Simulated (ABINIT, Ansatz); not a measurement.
# SnH2 (P-3m1): zone-centre phonons, part 2 of 4

Aim: the zone-centre modes of SnH2 (P-3m1).

ABINIT 10.8.3; DFT PBE, scalar-relativistic, plane waves, PseudoDojo norm-conserving pseudopotentials.

So far. Step 2 (Relaxing the cell and atoms): The volume changes by +0.9 % from the cell with which this run began. Step 3 (Ground state): The cell stands at -1.1 GPa: the relaxation ran with a smoothed and higher cutoff, and the difference is a stress of the finite basis. The relaxed cell has a = 3.632, c = 3.273 Å (conventional setting).

The structure was built from a prototype and need not be the compound's stable phase.

## (4) Zone-centre response

At q = 0 one unit cell holds all displacements. The response is solved for single atoms along the cell's directions, and symmetry skips those that follow from others. The crystal is treated as a metal, which screens a static field, so no field response is asked.

Input file dfpt_gamma.abi:

```

# common to the responses
getwfk_filepath "gso_WFK"
kptopt 2
nqpt 1
qpt 0.0 0.0 0.0
asr 0
chneut 0

# displacements
rfphon 1
rfatpol 1 3
rfdir 1 1 1
tolvrs 1.0d-10
prtwf 0

# basis, mesh and filling
ecut 32.0
ngkpt 9 9 8
nshiftk 1
shiftk 0.0 0.0 0.0
istwfk *1
occopt 7
tsmear 0.01
nband 14
nstep 100
diemac 1000000.0
prtebands 0
prtgsr 0
useylm 1

# cell and atoms
acell 6.862587627 6.862587627 6.185645478
rprim 
    1.0 0.0 0.0
    -0.5 0.8660254038 0.0
    0.0 0.0 1.0
ntypat 2
znucl 50 1
natom 3
typat 1 2 2
xred 
    0.0 0.0 0.0
    1/3 2/3 0.2160475876
    2/3 1/3 0.7839524124
pp_dirpath "./pseudo"
pseudos "Sn.upf, H.upf"
```

Started as:

```sh
$ OMP_NUM_THREADS=1 mpirun -n 4 abinit dfpt_gamma.abi > dfpt_gamma.log
```

Numbers of over 12 decimals in the logs are rounded to 6 here.

dfpt_gamma.abo, the main output file:

```text
[banners, grids, parts of the stress and lines that vanish by symmetry left out]
- input  file    -> dfpt_gamma.abi
- output file    -> dfpt_gamma.abo
- root for input  files -> dfpt_gammai
- root for output files -> dfpt_gammao

 Symmetries : space group P-3 m 1 (#164); Bravais hP (primitive hexag.)
================================================================================
 Values of the parameters that define the memory need of the present run (RF).
     intxc =       0      iscf =       7    lmnmax =      18     lnmax =       6
     mgfft =      36  mpssoang =       3    mqgrid =    3001     natom =       3
  nloc_mem =       1    nspden =       1   nspinor =       1    nsppol =       1
      nsym =      12    n1xccc =    2501    ntypat =       2    occopt =       7
   xclevel =       2
-    mband =          14        mffmem =           1         mkmem =          82
-   mkqmem =          82        mk1mem =          82           mpw =        2206
      nfft =       41472          nkpt =         325
- my_mband =          14
================================================================================
================================================================================

--------------------------------------------------------------------------------
------------- Echo of variables that govern the present computation ------------
--------------------------------------------------------------------------------
-
- outvars: echo of selected default values
-   iomode0 =  0 , fftalg0 =312 , wfoptalg0 =  0
-
- outvars: echo of global parameters not present in the input file
-  max_nthreads =    1
-
 -outvars: echo values of preprocessed input variables
 [... echo left out ...]
================================================================================

 chkinp: Checking input parameters for consistency.

[...]
== DATASET  1 ==================================================================
-   mpi_nproc: 4, omp_nthreads: 1 (-1 if OMP is not activated)

--- !DatasetInfo
iteration_state: {dtset: 1, }
dimensions: {natom: 3, nkpt: 325, mband: 14, nsppol: 1, nspinor: 1, nspden: 1, mpw: 2206, }
cutoff_energies: {ecut:  32.0, pawecutdg:  -1.0, }
electrons: {nelect:   1.60000000E+01, charge:   0.00000000E+00, occopt:   7.00000000E+00, tsmear:   1.00000000E-02, }
meta: {optdriver: 1, rfphon: 1, }
...

 mkfilename: getwfk from: gso_WFK

 Real(R)+Recip(G) space primitive vectors, cartesian coordinates (Bohr,Bohr^-1):
 R(1)=  6.8625876  0.0000000  0.0000000  G(1)=  0.1457176  0.0841301  0.0000000
 R(2)= -3.4312938  5.9431752  0.0000000  G(2)=  0.0000000  0.1682602  0.0000000
 R(3)=  0.0000000  0.0000000  6.1856455  G(3)=  0.0000000  0.0000000  0.1616646
 Unit cell volume ucvol=  2.5228502E+02 bohr^3
 Angles (23,13,12)=  9.00000000E+01  9.00000000E+01  1.20000000E+02 degrees
 setup1 : take into account q-point for computing boxcut.

 getcut: wavevector=  0.0000  0.0000  0.0000  ngfft=  36  36  32
         ecut(hartree)=     32.000   => boxcut(ratio)=   2.03154

--- Pseudopotential description ------------------------------------------------
- pspini: atom type   1  psp file is ./pseudo/Sn.upf

- pspini: atom type   2  psp file is ./pseudo/H.upf

   5.33995238E+02                                ecore*ucvol(ha*bohr**3)
--------------------------------------------------------------------------------

 ==>  initialize data related to q vector <==

 The list of irreducible perturbations for this q vector is:
    1)    idir= 1    ipert=   1
    2)    idir= 3    ipert=   1
    3)    idir= 1    ipert=   2
    4)    idir= 3    ipert=   2

[...]
The perturbation idir=   2  ipert=   1 is
 symmetric of a previously calculated perturbation.
 So, its SCF calculation is not needed.

 The perturbation idir=   2  ipert=   2 is
 symmetric of a previously calculated perturbation.
 So, its SCF calculation is not needed.

 The perturbation idir=   1  ipert=   3 is
 symmetric of a previously calculated perturbation.
 So, its SCF calculation is not needed.

 The perturbation idir=   2  ipert=   3 is
 symmetric of a previously calculated perturbation.
 So, its SCF calculation is not needed.

 The perturbation idir=   3  ipert=   3 is
 symmetric of a previously calculated perturbation.
 So, its SCF calculation is not needed.

--------------------------------------------------------------------------------
 Perturbation wavevector (in red.coord.)   0.000000  0.000000  0.000000
 Perturbation : displacement of atom   1   along direction   1
 Found     2 symmetries that leave the perturbation invariant.

[...]
dfpt_looppert : total number of electrons, from k and k+q
  fully or partially occupied states are    1.600000E+01 and    1.600000E+01.
 Initialisation of the first-order wave-functions :
  ireadwf=   0

--- !BeginCycle
iteration_state: {dtset: 1, }
solver: {iscf: 7, nstep: 100, nline: 4, wfoptalg: 0, }
tolerances: {tolvrs: 1.00E-10, }
...

     iter   2DEtotal(Ha)        deltaE(Ha) residm    vres2
-ETOT  1   2.983937     -1.568E+04 1.975E+01 2.595E+02
 ETOT  2 -0.316546     -3.300E+00 4.602E-02 1.583E+02
 ETOT  3 -0.396169     -7.962E-02 5.622E-04 5.421E+00
 ETOT  4 -0.397210     -1.041E-03 2.026E-05 5.739E-01
 ETOT  5 -0.397512     -3.012E-04 2.331E-05 3.546E-03
[...]
At SCF step    9       vres2   =  6.96E-11 < tolvrs=  1.00E-10 =>converged.
[...]
Mean square residual over all n,k,spin=   72.777E-13; max=  16.150E-09

 Thirteen components of 2nd-order total energy (hartree) are
 1,2,3: 0th-order hamiltonian combined with 1st-order wavefunctions
     kin0=   2.02560895E+04 eigvalue=   1.78907606E+03  local=  -9.82068415E+03
 4,5,6: 1st-order hamiltonian combined with 1st and 0th-order wfs
 loc psp =  -3.96527933E+03  Hartree=   1.29139711E+03     xc=  -2.66474151E+02
 note that "loc psp" includes a xc core correction that could be resolved
 7,8,9: eventually, occupation + non-local contributions
    edocc=   2.96022207E+01     enl0=   2.40467144E+03   enl1=  -2.74020767E+04
 1-9 gives the relaxation energy (to be shifted if some occ is /=2.0)
   erelax=  -1.56836780E+04
 10,11,12 Non-relaxation  contributions : frozen-wavefunctions and Ewald
 fr.local=   1.86893405E+03 fr.nonlo=   1.36927052E+04  Ewald=   3.52366854E+01
 13,14 Frozen wf xc core corrections (1) and (2)
 frxc 1  =  -5.69022497E+02  frxc 2 =   6.55427108E+02
 Resulting in :
 2DEtotal=   -0.3975130738E+00 Ha. Also 2DEtotal=   -0.108168817887E+02 eV
    (2DErelax=   -1.5683678013E+04 Ha. 2DEnonrelax=    1.5683280500E+04 Ha)
    (  non-var. 2DEtotal :   -3.9751761935E-01 Ha)

[...]
Perturbation wavevector (in red.coord.)   0.000000  0.000000  0.000000
 Perturbation : displacement of atom   1   along direction   3
 Found     6 symmetries that leave the perturbation invariant.

[...]
dfpt_looppert : total number of electrons, from k and k+q
  fully or partially occupied states are    1.600000E+01 and    1.600000E+01.
 Initialisation of the first-order wave-functions :
  ireadwf=   0

--- !BeginCycle
iteration_state: {dtset: 1, }
solver: {iscf: 7, nstep: 100, nline: 4, wfoptalg: 0, }
tolerances: {tolvrs: 1.00E-10, }
...

     iter   2DEtotal(Ha)        deltaE(Ha) residm    vres2
-ETOT  1   3.241022     -1.270E+04 1.642E+01 1.018E+02
[...]
At SCF step   10       vres2   =  3.93E-11 < tolvrs=  1.00E-10 =>converged.
[...]
Mean square residual over all n,k,spin=   17.061E-16; max=  92.740E-14

 Thirteen components of 2nd-order total energy (hartree) are
 1,2,3: 0th-order hamiltonian combined with 1st-order wavefunctions
     kin0=   1.64205380E+04 eigvalue=   1.45404847E+03  local=  -7.96913651E+03
 4,5,6: 1st-order hamiltonian combined with 1st and 0th-order wfs
 loc psp =  -3.19280662E+03  Hartree=   1.03668876E+03     xc=  -2.16806552E+02
 note that "loc psp" includes a xc core correction that could be resolved
 7,8,9: eventually, occupation + non-local contributions
    edocc=   1.97340734E+01     enl0=   1.95991155E+03   enl1=  -2.22171490E+04
 1-9 gives the relaxation energy (to be shifted if some occ is /=2.0)
   erelax=  -1.27049778E+04
 10,11,12 Non-relaxation  contributions : frozen-wavefunctions and Ewald
 fr.local=   1.52821048E+03 fr.nonlo=   1.11107289E+04  Ewald=  -3.89200641E+00
 13,14 Frozen wf xc core corrections (1) and (2)
 frxc 1  =  -4.62502541E+02  frxc 2 =   5.33044171E+02
 Resulting in :
 2DEtotal=    0.6111556354E+00 Ha. Also 2DEtotal=    0.166303920514E+02 eV
    (2DErelax=   -1.2704977824E+04 Ha. 2DEnonrelax=    1.2705588980E+04 Ha)
    (  non-var. 2DEtotal :    6.1115667098E-01 Ha)

[...]
Perturbation wavevector (in red.coord.)   0.000000  0.000000  0.000000
 Perturbation : displacement of atom   2   along direction   1
 The set of symmetries contains only one element for this perturbation.

[...]
dfpt_looppert : total number of electrons, from k and k+q
  fully or partially occupied states are    1.600000E+01 and    1.600000E+01.
 Initialisation of the first-order wave-functions :
  ireadwf=   0

--- !BeginCycle
iteration_state: {dtset: 1, }
solver: {iscf: 7, nstep: 100, nline: 4, wfoptalg: 0, }
tolerances: {tolvrs: 1.00E-10, }
...

     iter   2DEtotal(Ha)        deltaE(Ha) residm    vres2
-ETOT  1  0.600584     -4.622E+01 2.522E-01 4.308E+02
[...]
At SCF step   10       vres2   =  5.33E-12 < tolvrs=  1.00E-10 =>converged.
[...]
Mean square residual over all n,k,spin=   12.365E-14; max=  48.151E-11

 Thirteen components of 2nd-order total energy (hartree) are
 1,2,3: 0th-order hamiltonian combined with 1st-order wavefunctions
     kin0=   4.79189586E+01 eigvalue=  -2.76330720E-01  local=  -9.81290523E+00
 4,5,6: 1st-order hamiltonian combined with 1st and 0th-order wfs
 loc psp =  -6.63056145E+01  Hartree=   1.05369074E+01     xc=  -7.35132200E+00
 note that "loc psp" includes a xc core correction that could be resolved
 7,8,9: eventually, occupation + non-local contributions
    edocc=   5.68789228E+00     enl0=  -3.63609369E-01   enl1=  -2.63735674E+01
 1-9 gives the relaxation energy (to be shifted if some occ is /=2.0)
   erelax=  -4.63395910E+01
 10,11,12 Non-relaxation  contributions : frozen-wavefunctions and Ewald
 fr.local=   1.57259638E+01 fr.nonlo=   1.27553220E+01  Ewald=   1.83356298E+01
 13,14 Frozen wf xc core corrections (1) and (2)
 frxc 1  =   0.00000000E+00  frxc 2 =   0.00000000E+00
 Resulting in :
 2DEtotal=    0.4773246359E+00 Ha. Also 2DEtotal=    0.129886650330E+02 eV
    (2DErelax=   -4.6339590974E+01 Ha. 2DEnonrelax=    4.6816915610E+01 Ha)
    (  non-var. 2DEtotal :    4.7732466034E-01 Ha)

[...]
Perturbation wavevector (in red.coord.)   0.000000  0.000000  0.000000
 Perturbation : displacement of atom   2   along direction   3
 Found     6 symmetries that leave the perturbation invariant.

--------------------------------------------------------------------------------

--------------------------------------------------------------------------------

 dfpt_looppert : total number of electrons, from k and k+q
  fully or partially occupied states are    1.600000E+01 and    1.600000E+01.
 Initialisation of the first-order wave-functions :
  ireadwf=   0

--- !BeginCycle
iteration_state: {dtset: 1, }
solver: {iscf: 7, nstep: 100, nline: 4, wfoptalg: 0, }
tolerances: {tolvrs: 1.00E-10, }
...

     iter   2DEtotal(Ha)        deltaE(Ha) residm    vres2
-ETOT  1  0.649052     -3.654E+01 3.087E-01 2.007E+02
[...]
ETOT 10  0.604764     -2.757E-12 7.421E-13 5.514E-10
 ETOT 11  0.604764      4.832E-13 3.264E-14 1.477E-11

 At SCF step   11       vres2   =  1.48E-11 < tolvrs=  1.00E-10 =>converged.
[...]
Mean square residual over all n,k,spin=   11.136E-17; max=  32.636E-15

 Thirteen components of 2nd-order total energy (hartree) are
 1,2,3: 0th-order hamiltonian combined with 1st-order wavefunctions
     kin0=   3.82752082E+01 eigvalue=  -2.28317282E-01  local=  -7.34252325E+00
 4,5,6: 1st-order hamiltonian combined with 1st and 0th-order wfs
 loc psp =  -5.19932295E+01  Hartree=   7.72578529E+00     xc=  -5.79780820E+00
 note that "loc psp" includes a xc core correction that could be resolved
 7,8,9: eventually, occupation + non-local contributions
    edocc=   4.46555255E+00     enl0=  -5.15236357E-01   enl1=  -2.11720924E+01
 1-9 gives the relaxation energy (to be shifted if some occ is /=2.0)
   erelax=  -3.65826610E+01
 10,11,12 Non-relaxation  contributions : frozen-wavefunctions and Ewald
 fr.local=   2.76969389E+01 fr.nonlo=   1.06961538E+01  Ewald=  -1.20566772E+00
 13,14 Frozen wf xc core corrections (1) and (2)
 frxc 1  =   0.00000000E+00  frxc 2 =   0.00000000E+00
 Resulting in :
 2DEtotal=    0.6047640611E+00 Ha. Also 2DEtotal=    0.164564684530E+02 eV
    (2DErelax=   -3.6582660982E+01 Ha. 2DEnonrelax=    3.7187425043E+01 Ha)
    (  non-var. 2DEtotal :    6.0476407243E-01 Ha)

[...]
---- first-order wavefunction calculations are completed ----

 ==> Compute Derivative Database <==

 [... matrices left out ...]
  Phonon wavevector (reduced coordinates) :  0.00000  0.00000  0.00000
 Phonon energies in Hartree :
  -1.526451E-03 -1.526451E-03 -9.940948E-06 -9.940948E-06  9.178049E-06
   2.102209E-03  3.585988E-03  3.650146E-03  3.650146E-03
 Phonon frequencies in cm-1    :
- -3.350172E+02 -3.350172E+02 -2.181786E+00 -2.181786E+00  2.014349E+00
-  4.613815E+02  7.870333E+02  8.011145E+02  8.011145E+02

== END DATASET(S) ==============================================================
================================================================================

 -outvars: echo values of variables after computation
            acell      6.8625876270E+00  6.8625876270E+00  6.1856454780E+00 Bohr
           etotal      6.0476406105E-01
            fcart      0.0000000000E+00  0.0000000000E+00  0.0000000000E+00
           strten      0.0000000000E+00  0.0000000000E+00  0.0000000000E+00
================================================================================
```

Wall time 1.8 min (4 MPI ranks of Arm Neoverse V2, shared host); 7.4 min of CPU time.

Read from the output:

| Quantity | Value |
| --- | --- |
| largest acoustic frequency at the zone centre before the sum rule | -2.18 cm⁻¹ |
| highest optical zone-centre mode (no LO-TO term) | 801.1 cm⁻¹ |
| lowest optical zone-centre mode | -335.0 cm⁻¹ |

The acoustic modes at Γ come out as far as 2.2 cm⁻¹ from zero, where they should vanish, a small numerical error. The lowest optical mode is imaginary, 335i cm⁻¹, an instability at this level and on this k mesh.

(Part 2 of 4 ends here.)

[Host names and launcher messages were left out of these logs when they were recorded.]

[Logs are printed without paths, hosts, clocks, repeated set-up lines and the standing remarks that a program may print on its own settings, such as how far it seeks lower states.]

[Hosts, paths, dates, database ids (printed as entryN), source tags and the programs' standing remarks are cut or masked in the printed files.]
